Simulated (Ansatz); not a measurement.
An input for Ansatz 0.2.0 (LaBiS2O (P4/nmm)):

```yaml
crystal:
  lattice:
    - [4.0646, 0.0, 0.0]
    - [0.0, 4.0646, 0.0]
    - [0.0, 0.0, 13.8614]
  atoms:
    - { symbol: La, position: [0.5, 0.0, 0.5892440202] }
    - { symbol: La, position: [0.0, 0.5, 0.4107559798] }
    - { symbol: Bi, position: [0.0, 0.5, 0.8700576921] }
    - { symbol: Bi, position: [0.5, 0.0, 0.1299423079] }
    - { symbol: S, position: [0.5, 0.0, 0.8884349997] }
    - { symbol: S, position: [0.0, 0.5, 0.1115650003] }
    - { symbol: S, position: [0.0, 0.5, 0.6909721575] }
    - { symbol: S, position: [0.5, 0.0, 0.3090278425] }
    - { symbol: O, position: [0.0, 0.0, 0.5] }
    - { symbol: O, position: [0.5, 0.5, 0.5] }
kpoints:
  mp_grid: { grid: [4, 4, 2] }
hamiltonian:
  xc: r2scan
  pseudopotentials: { kind: paw, azcp: { folder: soft_1 } }
scf:
  occupations: { method: fixed }
gw:
  n_empty_bands: 443
  ecut_chi: 90
  qp_bands: [v3, c3]
  qp_kpoints: band_edges
  screening: { model: contour_deformation }
```

```sh
ansatz run input.yaml --threads 3 --pin off --max-ram 92160MiB --backend cuda --events-out ev --progress --plain --runs-dir out --devices 1 --max-vram 13GiB
```

Question: Estimate wall time and host memory on 1 × NVIDIA H100 80GB HBM3 (shared by 6 runs) with 3 threads of AMD EPYC 7R13 (Zen 3), shared host.

It took 35 s; on shared hardware allow 17 s to 70 s. Peak host memory was 2.5 GiB. The sizes that set the cost: 5867 plane waves a state, 12 irreducible k points, 487 bands summed, 433 plane waves in the screening and 9 SCF cycles.

The screening grows as filled bands × empty bands × pairs of k points, times the square of the screening basis for the matrix.

[Paths, hosts, dates, memory and timing lines, banners, echoed tables and standing remarks are left out of the program output.]

[Logs are printed without paths, hosts, clocks, repeated set-up lines and the standing remarks that a program may print on its own settings, such as how far it seeks lower states.]

[Runs of the session that timed out or met a known fault of the program may be left out.]

[Cells called generated may have been cut or substituted from an entry of the Crystallography Open Database or the Materials Project.]

[Hosts, paths, dates, database ids (printed as entryN), source tags and the programs' standing remarks are cut or masked in the printed files.]
